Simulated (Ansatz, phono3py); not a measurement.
# Scattering channels in KCl (Sylvite, Fm-3m), one at a time, part 4 of 5

Wanted: the sensitivity of κ of KCl (Sylvite) to the choices of the transport step.

What experiment has found for this phase:
- thermal conductivity 7.1 W/m/K near room temperature (given in “Combining the AFLOW GIBBS and Elastic Libraries to efficiently and robustly screen thermo-mechanical properties of solids”, 2017, arXiv:1611.05714)
- thermal conductivity 7.1 W/m/K near room temperature (given in “Predicting the lattice thermal conductivity of solids by solving the Boltzmann transport equation: AFLOW - AAPL an automated, accurate and efficient framework”, 2017, arXiv:1611.05481)

phono3py 4.10.0; DFT LDA, scalar-relativistic, plane waves, PAW; PAW set soft_1; phono3py on Ansatz's force constants.

So far, κ at 300 K (W/m/K): step 2 (relaxation-time solution) 10.3; step 13 (boundary mean free path 10 micrometre) 10.2; step 14 (solver LBTE) 14.0; step 15 (solver RTA with coherences (SMM19)) 10.4; step 16 (delta function Gaussian, sigma 0.05 THz) 10.6.

**17. Gaussian smearing, third order supercell 3×3×3, supercell 6×6×6 (run 2)**

A Gaussian replaces the tetrahedron method for energy conservation; its width must match the mesh.

Contents of phono3py.yaml:

```yaml
phono3py:
  version: "4.10.0"
  frequency_unit_conversion_factor: 15.633302
  symmetry_tolerance: 1.00000e-05

physical_unit:
  atomic_mass: "AMU"
  length: "angstrom"

space_group:
  type: "Fm-3m"
  number: 225
  Hall_symbol: "-F 4 2 3"

primitive_matrix:
- [  1.000000000000000,  0.000000000000000,  0.000000000000000 ]
- [  0.000000000000000,  1.000000000000000,  0.000000000000000 ]
- [  0.000000000000000,  0.000000000000000,  1.000000000000000 ]

supercell_matrix:
- [   3,   0,   0 ]
- [   0,   3,   0 ]
- [   0,   0,   3 ]

# [primitive_cell block left out]
unit_cell:
  lattice:
  - [     0.000000000000000,     3.038637075500000,     3.038637075500000 ] # a
  - [     3.038637075500000,     0.000000000000000,     3.038637075500000 ] # b
  - [     3.038637075500000,     3.038637075500000,     0.000000000000000 ] # c
  points:
  - symbol: K # 1
    coordinates: [  0.000000000000000,  0.000000000000000,  0.000000000000000 ]
    mass: 39.098300
    reduced_to: 1
  - symbol: Cl # 2
    coordinates: [  0.500000000000000,  0.500000000000000,  0.500000000000000 ]
    mass: 35.450000
    reduced_to: 2

# [supercell block left out]
phonon_supercell_matrix:
- [   6,   0,   0 ]
- [   0,   6,   0 ]
- [   0,   0,   6 ]

# [phonon_primitive_cell block left out]
# [phonon_supercell block left out]
nac:
  born_effective_charge:
  - # 1 (K)
    - [  1.109091043469948,  0.000000000000000,  0.000000000000000 ]
    - [  0.000000000000000,  1.109091043469948,  0.000000000000000 ]
    - [  0.000000000000000,  0.000000000000000,  1.109091043469948 ]
  - # 2 (Cl)
    - [ -1.109091043469948,  0.000000000000000,  0.000000000000000 ]
    - [  0.000000000000000, -1.109091043469948,  0.000000000000000 ]
    - [  0.000000000000000,  0.000000000000000, -1.109091043469948 ]
  dielectric_constant:
    - [  2.507462385729138,  0.000000000000000,  0.000000000000000 ]
    - [  0.000000000000000,  2.507462385729138,  0.000000000000000 ]
    - [  0.000000000000000,  0.000000000000000,  2.507462385729138 ]
  unit_conversion_factor: 14.399645
```

Started as:

```sh
phono3py phono3py.yaml --mesh 17 17 17 --br --isotope --sigma 0.1 --ts 100 300 600
```

The log of the run:

```text
[banner, memory and clock lines left out]
Rust backend (phonors) using rayon (8 threads).
Running in phono3py.load mode.
Spglib version 2.8.0
----------------------------- General settings -----------------------------
Run mode: conductivity-RTA
HDF5 data compression filter: gzip
Crystal structure was read from "phono3py.yaml".
Supercell (dim): [3 3 3]
Phonon supercell (dim-fc2): [6 6 6]
Primitive matrix:
  [1. 0. 0.]
  [0. 1. 0.]
  [0. 0. 1.]
Spacegroup: Fm-3m (225)
Use -v option to watch primitive cell, unit cell, and supercell structures.
[...]
5.039   (   0.000    1.521    0.258)    1.543
   5.040   (  -0.000   -1.361    2.927)    3.228
=================== End of collection of collisions ===================
----------- Thermal conductivity (W/m-k) for sigma=0.1 -----------
#  T(K)        xx         yy         zz         yz         xz         xy
  100.0      29.259     29.259     29.259     -0.000     -0.000      0.000
  300.0      10.315     10.315     10.315     -0.000     -0.000      0.000
  600.0       5.262      5.262      5.262     -0.000     -0.000      0.000

Thermal conductivity related properties and sigma 0.1
were written into "kappa-m171717-s0.1.hdf5".
Summary of calculation was written in "phono3py.yaml".
```

The job ended after 16 s (8 threads of Arm Neoverse V1, shared host; peak memory 0.29 GiB; 95 s of CPU time).

Numbers from this step:

```
κ at 300 K            : 10.31 W/m/K
κ xx, yy, zz at 300 K : 10.31, 10.31, 10.31 W/m/K
```

W/m/K. Kappa, by row:

```csv
T (K),xx,yy,zz,yz,xz,xy
100,29.26,29.26,29.26,0,0,0
300,10.31,10.31,10.31,0,0,0
600,5.262,5.262,5.262,0,0,0
```

With a width of 0.1 THz κ at 300 K is 10.3 W/(m K), +0.5 % from the tetrahedron value.

Between step 16 and this run (sigma 0.1 THz) the value for the κ at 300 K moves from 10.6 W/m/K to 10.3 W/m/K (-3 %).

**18. Two-phonon phase space, third order supercell 3×3×3, supercell 6×6×6**

The two-phonon density of states counts the channels open to a mode, without matrix elements.

phono3py.yaml is that of step 17.

Started as:

```sh
phono3py phono3py.yaml --mesh 21 21 21 --jdos --gp 0 --num-freq-points 80
```

The log of the run:

```text
[banner, memory and clock lines left out]
Rust backend (phonors) using rayon (8 threads).
Running in phono3py.load mode.
Spglib version 2.8.0
----------------------------- General settings -----------------------------
Run mode: jdos
HDF5 data compression filter: gzip
Crystal structure was read from "phono3py.yaml".
Supercell (dim): [3 3 3]
Phonon supercell (dim-fc2): [6 6 6]
Primitive matrix:
  [1. 0. 0.]
  [0. 1. 0.]
  [0. 0. 1.]
Spacegroup: Fm-3m (225)
Use -v option to watch primitive cell, unit cell, and supercell structures.
NAC parameters were read from "phono3py.yaml".
fc3 was read from "fc3.hdf5".
fc2 was read from "fc2.hdf5".
----------------------------- Force constants ------------------------------
Max drift of fc3: 0.00000000 (zzz) 0.00000000 (zzz) 0.00000000 (zzz)
Max drift of fc2: -0.00000000 (yy) -0.00000000 (yy)
--------------------------- Calculation settings ---------------------------
Non-analytical term correction (NAC): True
NAC unit conversion factor:  14.39964
BZ integration: Tetrahedron-method
Cutoff frequency: 0.01
Number of frequency sampling points: 80
Mesh sampling: [ 21 21 21 ]
Generating grid system ... [ 21 21 21 ]
  PRB 50, 13035(R) (1994), PRB 55, 10355 (1997)
  G-cutoff distance: 1.08, Number of G-points: 307, Lambda: 0.18
--------------------------------- Joint DOS ---------------------------------
Running harmonic phonon calculations...
======================= Grid point 0 (1/1) =======================
q-point: ( 0.00  0.00  0.00)
Number of triplets: 286
Frequency
   0.000
   0.000
   0.000
   4.833
   4.833
   4.833
Tetrahedron method is used.
Calculations at 80 frequency points are divided into 8 batches.
1/8: [ 1  2  3  4  5  6  7  8  9 10]
2/8: [11 12 13 14 15 16 17 18 19 20]
3/8: [21 22 23 24 25 26 27 28 29 30]
4/8: [31 32 33 34 35 36 37 38 39 40]
5/8: [41 42 43 44 45 46 47 48 49 50]
6/8: [51 52 53 54 55 56 57 58 59 60]
7/8: [61 62 63 64 65 66 67 68 69 70]
8/8: [71 72 73 74 75 76 77 78 79 80]
JDOS is written into "jdos-m212121-g0.dat".
```

Wall time 3.9 s (8 threads); peak memory 0.29 GiB; 4.6 s of CPU time.

The joint density of states at Gamma has structure finer than the step of the table below, so its rows give means over 0.5 THz, whole bins alone (the curve runs from 0 to 13.3 THz). Peaks (THz: height): absorption class 0.34: 12.7; decay class 6.91: 9.60, 7.93: 10.5, 9.61: 6.67.

The joint density of states at Gamma by frequency; means over each step:

```csv
frequency (THz),absorption class (1/THz),decay class (1/THz)
0.5,11.9,0.00782
1.0,11.0,0.0402
1.5,10.3,0.0963
2.0,7.73,0.182
2.5,5.78,0.307
3.0,4.41,0.503
3.5,2.18,0.833
4.0,0.975,1.03
4.5,0.458,1.20
5.0,0.263,1.90
5.5,0.155,3.56
6.0,0.0651,4.59
6.5,0.00565,6.06
7.0,0,8.87
7.5,0,7.73
8.0,0,9.08
8.5,0,6.42
9.0,0,5.49
9.5,0,6.30
10.0,0,4.64
10.5,0,1.13
11.0,0,0.676
11.5,0,0.227
12.0,0,0.108
12.5,0,0.0791
13.0,0,0.0433
```

**19. Without the dipole term, third order supercell 3×3×3, supercell 6×6×6**

Dropping the dipole term tests how much its part of the interpolation matters for κ.

phono3py.yaml is that of step 18.

Started as:

```sh
phono3py phono3py.yaml --mesh 17 17 17 --br --isotope --nonac --ts 100 300 600
```

The log of the run:

```text
Rust backend (phonors) using rayon (8 threads).
Running in phono3py.load mode.
Spglib version 2.8.0
----------------------------- General settings -----------------------------
Run mode: conductivity-RTA
HDF5 data compression filter: gzip
Crystal structure was read from "phono3py.yaml".
Supercell (dim): [3 3 3]
Phonon supercell (dim-fc2): [6 6 6]
Primitive matrix:
  [1. 0. 0.]
  [0. 1. 0.]
  [0. 0. 1.]
Spacegroup: Fm-3m (225)
Use -v option to watch primitive cell, unit cell, and supercell structures.
fc3 was read from "fc3.hdf5".
fc2 was read from "fc2.hdf5".
----------------------------- Force constants ------------------------------
Max drift of fc3: 0.00000000 (zzz) 0.00000000 (zzz) 0.00000000 (zzz)
Max drift of fc2: -0.00000000 (yy) -0.00000000 (yy)
--------------------------- Calculation settings ---------------------------
BZ integration: Tetrahedron-method
Temperature:  100.0  300.0  600.0
Cutoff frequency: 0.01
Mesh sampling: [ 17 17 17 ]
Generating grid system ... [ 17 17 17 ]
fc3-r2q-transformation over three atoms: True
--------------------------- Phonon calculations ----------------------------
Running harmonic phonon calculations...
-------------------- Lattice thermal conductivity (RTA) --------------------
Running heat capacity calculations...
Running velocity calculations...
Running isotope scattering calculations with tetrahedron method...
======================= Grid point 0 (1/165) =======================
q-point: ( 0.00  0.00  0.00)
Boundary mean free path (millimeter): 1000.000
Mass variance parameters: 1.64e-04 5.83e-04
Number of triplets: 165
Frequency     group velocity (x, y, z)     |gv|
  -0.000   (   0.000    0.000    0.000)    0.000
  -0.000   (   0.000    0.000    0.000)    0.000
  -0.000   (   0.000    0.000    0.000)    0.000
   4.833   (   0.000    0.000    0.000)    0.000
   4.833   (   0.000    0.000    0.000)    0.000
   4.833   (   0.000    0.000    0.000)    0.000
======================= Grid point 1 (2/165) =======================
q-point: ( 0.06  0.00  0.00)
Boundary mean free path (millimeter): 1000.000
Mass variance parameters: 1.64e-04 5.83e-04
Number of triplets: 489
Frequency     group velocity (x, y, z)     |gv|
   0.503   ( -17.156   17.156   17.156)   29.714
   0.503   ( -17.156   17.156   17.156)   29.714
   0.644   ( -22.131   22.131   22.131)   38.333
   4.823   (   0.818   -0.818   -0.818)    1.418
   4.823   (   0.818   -0.818   -0.818)    1.418
   5.237   ( -24.542   24.542   24.542)   42.508
[162 grid points left out]
======================= Grid point 1322 (165/165) =======================
q-point: ( 0.71  0.47  0.24)
Boundary mean free path (millimeter): 1000.000
Mass variance parameters: 1.64e-04 5.83e-04
Number of triplets: 1305
Frequency     group velocity (x, y, z)     |gv|
   2.459   (   0.000   13.716    1.543)   13.802
   2.642   (   0.000  -13.787   -8.237)   16.060
   3.801   (  -0.000   25.416    0.278)   25.417
   4.116   (   0.000  -21.579   -1.741)   21.649
   5.042   (  -0.000    1.645    0.486)    1.715
   5.045   (   0.000   -1.313    2.930)    3.210
=================== End of collection of collisions ===================
----------- Thermal conductivity (W/m-k) with tetrahedron method -----------
#  T(K)        xx         yy         zz         yz         xz         xy
  100.0      29.195     29.195     29.195     -0.000     -0.000      0.000
  300.0      10.240     10.240     10.240     -0.000     -0.000      0.000
  600.0       5.218      5.218      5.218     -0.000     -0.000      0.000

Thermal conductivity related properties were written into
"kappa-m171717.hdf5".
Summary of calculation was written in "phono3py.yaml".
```

Wall time 18 s (8 threads); peak memory 0.29 GiB; 1.8 min of CPU time.

Numbers from this step:

* κ at 300 K: 10.24 W/m/K
* κ xx, yy, zz at 300 K: 10.24, 10.24, 10.24 W/m/K

W/m/K. Kappa, by row:

```csv
T (K),xx,yy,zz,yz,xz,xy
100,29.19,29.19,29.19,0,0,0
300,10.24,10.24,10.24,0,0,0
600,5.218,5.218,5.218,0,0,0
```

κ at 300 K goes from 10.3 to 10.2 W/(m K). Only the interpolation between the solved wavevectors changes, and the fewer these are, the more it matters.

**20. A changed mass, third order supercell 3×3×3, supercell 6×6×6**

Changing one mass at fixed force constants separates the effect of mass from that of bonding.

phono3py.yaml is that of step 19.

Started as:

```sh
phono3py phono3py.yaml --mesh 17 17 17 --br --mass 39.098 17.725 --ts 100 300 600
```

The log of the run:

```text
[banner, memory and clock lines left out]
Rust backend (phonors) using rayon (8 threads).
Running in phono3py.load mode.
Spglib version 2.8.0
----------------------------- General settings -----------------------------
Run mode: conductivity-RTA
HDF5 data compression filter: gzip
Crystal structure was read from "phono3py.yaml".
Supercell (dim): [3 3 3]
Phonon supercell (dim-fc2): [6 6 6]
Primitive matrix:
  [1. 0. 0.]
  [0. 1. 0.]
  [0. 0. 1.]
Spacegroup: Fm-3m (225)
Use -v option to watch primitive cell, unit cell, and supercell structures.
NAC parameters were read from "phono3py.yaml".
fc3 was read from "fc3.hdf5".
fc2 was read from "fc2.hdf5".
----------------------------- Force constants ------------------------------
Max drift of fc3: 0.00000000 (zzz) 0.00000000 (zzz) 0.00000000 (zzz)
Max drift of fc2: -0.00000000 (yy) -0.00000000 (yy)
--------------------------- Calculation settings ---------------------------
Non-analytical term correction (NAC): True
NAC unit conversion factor:  14.39964
BZ integration: Tetrahedron-method
Temperature:  100.0  300.0  600.0
Cutoff frequency: 0.01
Mesh sampling: [ 17 17 17 ]
Generating grid system ... [ 17 17 17 ]
fc3-r2q-transformation over three atoms: True
--------------------------- Phonon calculations ----------------------------
  PRB 50, 13035(R) (1994), PRB 55, 10355 (1997)
  G-cutoff distance: 1.08, Number of G-points: 307, Lambda: 0.18
Running harmonic phonon calculations...
-------------------- Lattice thermal conductivity (RTA) --------------------
Running heat capacity calculations...
Running velocity calculations...
======================= Grid point 0 (1/165) =======================
q-point: ( 0.00  0.00  0.00)
Boundary mean free path (millimeter): 1000.000
Number of triplets: 165
Frequency     group velocity (x, y, z)     |gv|
   0.000   (   0.000    0.000    0.000)    0.000
   0.000   (   0.000    0.000    0.000)    0.000
   0.000   (   0.000    0.000    0.000)    0.000
   5.968   (   0.000    0.000    0.000)    0.000
   5.968   (   0.000    0.000    0.000)    0.000
   5.968   (   0.000    0.000    0.000)    0.000
======================= Grid point 1 (2/165) =======================
q-point: ( 0.06  0.00  0.00)
Boundary mean free path (millimeter): 1000.000
Number of triplets: 489
Frequency     group velocity (x, y, z)     |gv|
   0.570   ( -19.500   19.500   19.500)   33.775
   0.570   ( -19.500   19.500   19.500)   33.775
   0.740   ( -25.392   25.392   25.392)   43.980
   5.953   (   0.986   -0.986   -0.986)    1.709
   5.953   (   0.986   -0.986   -0.986)    1.709
   8.175   (   2.032   -2.032   -2.032)    3.519
[162 grid points left out]
======================= Grid point 1322 (165/165) =======================
q-point: ( 0.71  0.47  0.24)
Boundary mean free path (millimeter): 1000.000
Number of triplets: 1305
Frequency     group velocity (x, y, z)     |gv|
   2.826   (  -0.000   14.851    1.754)   14.954
   3.005   (   0.000  -13.608   -6.375)   15.027
   3.863   (  -0.000    7.539   -2.424)    7.920
   5.698   (   0.000   -3.349    0.696)    3.421
   6.292   (  -0.000    2.938    0.405)    2.966
   6.317   (  -0.000   -2.804    1.040)    2.990
=================== End of collection of collisions ===================
----------- Thermal conductivity (W/m-k) with tetrahedron method -----------
#  T(K)        xx         yy         zz         yz         xz         xy
  100.0      28.803     28.803     28.803     -0.000     -0.000      0.000
  300.0       8.110      8.110      8.110     -0.000     -0.000      0.000
  600.0       3.990      3.990      3.990     -0.000     -0.000      0.000

Thermal conductivity related properties were written into
"kappa-m171717.hdf5".
Summary of calculation was written in "phono3py.yaml".
```

Wall time 16 s (8 threads); peak memory 0.29 GiB; 98 s of CPU time.

This step gave:

| Quantity | Value |
| --- | --- |
| κ at 300 K | 8.11 W/m/K |
| κ xx, yy, zz at 300 K | 8.11, 8.11, 8.11 W/m/K |

W/m/K. Kappa, by row:

```csv
T (K),xx,yy,zz,yz,xz,xy
100,28.8,28.8,28.8,0,0,0
300,8.11,8.11,8.11,0,0,0
600,3.99,3.99,3.99,0,0,0
```

Without isotope scattering in either run, κ at 300 K goes from 10.7 to 8.11 W/(m K).

(Part 4 of 5 ends here.)

[Logs are printed without paths, hosts, clocks, repeated set-up lines and the standing remarks that a program may print on its own settings, such as how far it seeks lower states.]

[Hosts, paths, dates, database ids (printed as entryN), source tags and the programs' standing remarks are cut or masked in the printed files.]

[A step with changed settings may run another functional than the one named; its input shows which.]
